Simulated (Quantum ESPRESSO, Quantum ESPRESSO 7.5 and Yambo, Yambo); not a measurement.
# Excitons of Te2Mo (P6_3/mmc) on ever denser meshes

How far does the k mesh set the exciton binding of Te2Mo (P6_3/mmc)?

Program: Quantum ESPRESSO 7.5 and Yambo 5.3.0. Level of theory: PBE and many-body steps on it, plane waves. Results are calculated unless marked as measured.

## Step 1: The structure

The structure is hexagonal, space group P6_3/mmc (No. 194). Conventional cell: a = 3.518 Å, b = 3.518 Å, c = 13.974 Å, α = 90.00°, β = 90.00°, γ = 120.00°. Te has 3 Mo at 2.72 Å nearest. Nearest to Mo lie 6 Te at 2.72 Å. Farther neighbours and most contacts between anions are not listed.

The cell and positions come from the Crystallography Open Database and are kept as given unless a step says otherwise. Spin-orbit coupling is left out unless a step names it.

## Step 2: Empty states on the mesh, 3×3×1 mesh, 182 bands

This step: Quantum ESPRESSO 7.5; DFT, PBE, plane waves, norm-conserving pseudopotentials.

The sums over transitions need many empty states on a uniform mesh; this step solves for them.

The input, pw.in:

```
&control
  calculation = 'nscf'
  prefix = 'x'
  outdir = 'o'
  pseudo_dir = 'pseudo'
/
&system
  ibrav = 0
  nat = 6
  ntyp = 2
  ecutwfc = 88.0
  nbnd = 182
  force_symmorphic = .true.
/
&electrons
  conv_thr = 1e-9
  electron_maxstep = 80
  diago_full_acc = .true.
  diago_thr_init = 5e-6
/
ATOMIC_SPECIES
  Te 127.6 Te.upf
  Mo 95.95 Mo.upf
CELL_PARAMETERS angstrom
  3.5182000000 -0.0000000000 0.0000000000
  -1.7591000000 3.0468505756 0.0000000000
  0.0000000000 0.0000000000 13.9736000000
ATOMIC_POSITIONS crystal
  Te 0.3333333333 0.6666666667 0.6210000000
  Te 0.6666666667 0.3333333333 0.1210000000
  Te 0.3333333333 0.6666666667 0.8790000000
  Te 0.6666666667 0.3333333333 0.3790000000
  Mo 0.3333333333 0.6666666667 0.2500000000
  Mo 0.6666666667 0.3333333333 0.7500000000
K_POINTS automatic
  3 3 1 0 0 0
```

The run is started by

```
$ OMP_NUM_THREADS=1 mpirun -n 8 pw.x -nk 4 -in pw.in > pw.out
```

What it wrote:

```text
Program PWSCF v.7.5 starts

     This program is part of the open-source Quantum ESPRESSO suite
     for quantum simulation of materials; please cite
         "P. Giannozzi et al., J. Phys.:Condens. Matter 21 395502 (2009);
         "P. Giannozzi et al., J. Phys.:Condens. Matter 29 465901 (2017);
         "P. Giannozzi et al., J. Chem. Phys. 152 154105 (2020);
     in publications or presentations arising from this work. More details at

     Atomic positions and unit cell read from directory:
     o/x.save/

     Message from routine setup:
[...]
-145.4667-145.4667-145.4667-145.4667 -95.5149 -95.5149 -95.5149 -95.5149
[...]
19.1512  19.7453  21.7381  22.2567  22.2567  23.5556  23.5556  23.8736
     [... 11 further rows ...]
    48.6273  49.0150  49.0433  49.1662  50.3709  50.3709  50.4808  50.4808
    51.7525  51.8918  52.2842  52.2842  52.9717  52.9721

     highest occupied, lowest unoccupied level (ev):    13.9010   14.8757

     XML data file, pseudopotentials, collected wavefunctions

=------------------------------------------------------------------------------=
   JOB DONE.
=------------------------------------------------------------------------------=
```

Elapsed: 23 s, on 8 MPI ranks of Arm Neoverse V2, shared host; peak memory 1.2 GiB; 3 min of CPU time.

This step gave:

```
gap                                                           : 0.9746 eV
k of the valence top                                          : 0, 0, 0
k of the conduction bottom                                    : 0.3333, 0.3333, 0
least direct gap                                              : 1.038 eV
k points computed                                             : 3
lowest point of the top converged band, above the valence top : 39.07 eV
```

On this mesh the gap is 0.975 eV.

The density comes from a self-consistent run that is not shown.

## Step 3: Conversion and set-up

This step: Yambo 5.3.0; conversion and set-up on PBE, plane waves, norm-conserving pseudopotentials.

The states are converted to the many-body program's format and the q mesh is built.

The run is started by

```
$ (cd o/x.save; p2y > p2y.log; mv SAVE ../..); yambo > setup.log
```

What it wrote:

```text
 Yambo, version 5.3.0

 [02] CORE Variables Setup
 =========================

  [02.01] Unit cells
  ==================

  Cell kind             :  HCP
  Atoms in the cell     :  Te  Mo
  number of Te atoms    :   4
  number of Mo atoms    :  2

  List of atomic masses
  Mass of Te    :  127.6000
  Mass of Mo    :  95.95000

  List of atomic coordinates    : [cc]
  Te1       : -0.33242E-09   3.8385       16.398      order 1
  Te2       :  3.324217  1.919238  3.195160  order 2
  Te3       : -0.33242E-09   3.8385       23.211      order 3
[...]
0.000000  0.000000  0.000000  0.000000  0.000000  0.000000  0.000000  0.000000

 [03] Transferred momenta grid and indexing
 ==========================================

 IBZ Q-points                                      :  3
 BZ  Q-points                                      :   9

 K/Q-points units:
 rlu = crystal or reduced units; cc = cartesian coordinates; iku = interal k-units

 Q [1]          [rlu]:  0.000000  0.000000  0.000000
 Q [2]          [rlu]:  0.88392E-16  0.33333       0.0000
 Q [3]          [rlu]:  0.333333  0.333333  0.000000

  [03.01] X indexes
  =================

   [03.01.01] Sigma indexes
   ========================

 [06] Game Over & Game summary
```

Run time: 2.4 s. Hardware: 1 MPI rank; peak memory 0.25 GiB.

## Step 4: Screening and self-energy, 3×3×1 mesh, 182 bands, screening to 95.2 eV

Now the one-shot GW correction: screening in the RPA, then the self-energy of the levels asked for.

This step: G0W0 on PBE, plane waves, norm-conserving pseudopotentials.

The input, gw1.in:

```
HF_and_locXC
gw0
dyson
ppa
em1d
rim_cut
RandQpts= 1000000
RandGvec= 1 RL
EXXRLvcs= 88 Ry
VXCRLvcs= 352 Ry
Chimod= "HARTREE"
% BndsRnXp
 1 | 182 |
%
NGsBlkXp= 7 Ry
% LongDrXp
 1 | 1 | 1 |
%
% GbndRnge
 1 | 182 |
%
DysSolver= "n"
ExtendOut
PPAPntXp= 27.21138 eV
% QPkrange
 1 | 1 | 61 | 64 |
 3 | 3 | 61 | 64 |
%
```

The run is started by

```
$ OMP_NUM_THREADS=2 mpirun -n 4 yambo -F gw1.in -J gw1 -C gw1 > gw1.log
```

What it wrote:

```text
 Yambo, version 5.3.0

 [02] CORE Variables Setup
 =========================

  [... cell, symmetries and grids as in the set-up ...]

  [02.05] Energies & Occupations
  ==============================

  [X] === General ===
  [X] Electronic Temperature                        :  0.000000  0.000000 [eV K]
  [X] Bosonic    Temperature                        :  0.000000  0.000000 [eV K]
  [X] Finite Temperature mode                       : no
  [X] El. density                                   :  0.82783E+24 [cm-3]
[...]
QP @ state[ 1 ] b range                          :   61   64
   QP @ state[ 2 ] K range                          :  3  3
   QP @ state[ 2 ] b range                          :   61   64
   GF energies kind                                 : Perdew, Burke & Ernzerhof(X)+Perdew, Burke & Ernzerhof(C)
   GF WF`s kind                                     : Perdew, Burke & Ernzerhof(X)+Perdew, Burke & Ernzerhof(C)
   Xs energies kind                                 : Perdew, Burke & Ernzerhof(X)+Perdew, Burke & Ernzerhof(C)
   Xs WF`s kind                                     : Perdew, Burke & Ernzerhof(X)+Perdew, Burke & Ernzerhof(C)

 [11] Game Over & Game summary
```

Wall time 41 s (4 MPI ranks); peak memory 3.3 GiB.

Numbers from this step:

- G0W0 gap on the points computed: 1.425 eV
- starting gap on the mesh: 0.9746 eV
- k of the valence top: 0, 0, 0
- k of the conduction bottom: 0.3333, 0.3333, 0
- least direct G0W0 gap on the computed points: 1.471 eV

The gap on the mesh goes from 0.97 eV to 1.42 eV, a correction of +0.45 eV.

The gap opens by 0.450 eV; the next steps shift the empty bands rigidly by 0.433 eV, the correction at the start's least direct gap.

## Step 5: Empty states on the mesh, 3×3×1 mesh, 97 bands

This step: Quantum ESPRESSO 7.5; DFT, PBE, plane waves, norm-conserving pseudopotentials.

Changes to pw.in since step 2:

```diff
@@ -11,3 +11,3 @@
   ecutwfc = 88.0
-  nbnd = 182
+  nbnd = 97
   force_symmorphic = .true.
```

The run is started by

```
$ OMP_NUM_THREADS=1 mpirun -n 8 pw.x -nk 4 -in pw.in > pw.out
```

What it wrote:

```text
[banner, memory and clock lines left out]
Program PWSCF v.7.5 starts

     Atomic positions and unit cell read from directory:
     o/x.save/

     Message from routine setup:
     using ibrav=0 with symmetry is DISCOURAGED, use correct ibrav instead

     Message from routine divide_et_impera:
     suboptimal parallelization: some nodes have no k-points

     bravais-lattice index     =            0
     lattice parameter (alat)  =       6.6484  a.u.
     unit-cell volume          =    1010.8264 (a.u.)^3
     number of atoms/cell      =            6
[...]
28.3953

          k = 0.0000 0.3849 0.0000 ( 14113 PWs)   bands (ev):

  -145.4667-145.4667-145.4667-145.4667 -95.5149 -95.5149 -95.5148 -95.5148
[...]
29.1824

          k = 0.3333 0.5774 0.0000 ( 14094 PWs)   bands (ev):

  -145.4667-145.4667-145.4667-145.4667 -95.5149 -95.5149 -95.5149 -95.5149
[...]
24.8374  25.3183  25.7830  25.7830  26.3070  26.3070  26.3304  26.6040
    27.5417  27.8244  27.8244  27.8671  27.8671  29.0184  29.0184  29.9155
    30.2472

     highest occupied, lowest unoccupied level (ev):    13.9010   14.8757

     XML data file, pseudopotentials, collected wavefunctions
```

Run time: 6.1 s. Hardware: 8 MPI ranks; peak memory 0.86 GiB.

Numbers from this step:

| Quantity | Value |
| --- | --- |
| gap | 0.9746 eV |
| k of the valence top | 0, 0, 0 |
| k of the conduction bottom | 0.3333, 0.3333, 0 |
| least direct gap | 1.038 eV |
| k points computed | 3 |
| lowest point of the top converged band, above the valence top | 14.49 eV |

On this mesh the gap is 0.975 eV.

## Step 6: Conversion and set-up

This step: Yambo 5.3.0; conversion and set-up on PBE, plane waves, norm-conserving pseudopotentials.

The run is started by

```
$ (cd o/x.save; p2y > p2y.log; mv SAVE ../..); yambo > setup.log
```

What it wrote:

```text
 Yambo, version 5.3.0

 [02] CORE Variables Setup
 =========================

  [02.01] Unit cells
  ==================

  Cell kind             :  HCP
  Atoms in the cell     :  Te  Mo
  number of Te atoms    :   4
  number of Mo atoms    :  2

  List of atomic masses
  Mass of Te    :  127.6000
  Mass of Mo    :  95.95000

  List of atomic coordinates    : [cc]
  Te1       : -0.33242E-09   3.8385       16.398      order 1
  Te2       :  3.324217  1.919238  3.195160  order 2
  Te3       : -0.33242E-09   3.8385       23.211      order 3
[...]
0.000000  0.000000  0.000000  0.000000  0.000000  0.000000  0.000000  0.000000
   0.000000

 [03] Transferred momenta grid and indexing
 ==========================================

 IBZ Q-points                                      :  3
 BZ  Q-points                                      :   9

 K/Q-points units:
 rlu = crystal or reduced units; cc = cartesian coordinates; iku = interal k-units

 Q [1]          [rlu]:  0.000000  0.000000  0.000000
 Q [2]          [rlu]:  0.88392E-16  0.33333       0.0000
 Q [3]          [rlu]:  0.333333  0.333333  0.000000

  [03.01] X indexes
  =================

   [03.01.01] Sigma indexes
   ========================

 [06] Game Over & Game summary
```

Elapsed: 2.4 s, on 1 MPI rank; peak memory 0.25 GiB.

(Part 1 of 4 ends here.)

[Paths, hosts, dates, memory and timing lines, banners, echoed tables and standing remarks are left out of the program output.]

[Logs are printed without paths, hosts, clocks, repeated set-up lines and the standing remarks that a program may print on its own settings, such as how far it seeks lower states.]

[Runs of the session that timed out or met a known fault of the program may be left out.]

[Hosts, paths, dates, database ids (printed as entryN), source tags and the programs' standing remarks are cut or masked in the printed files.]
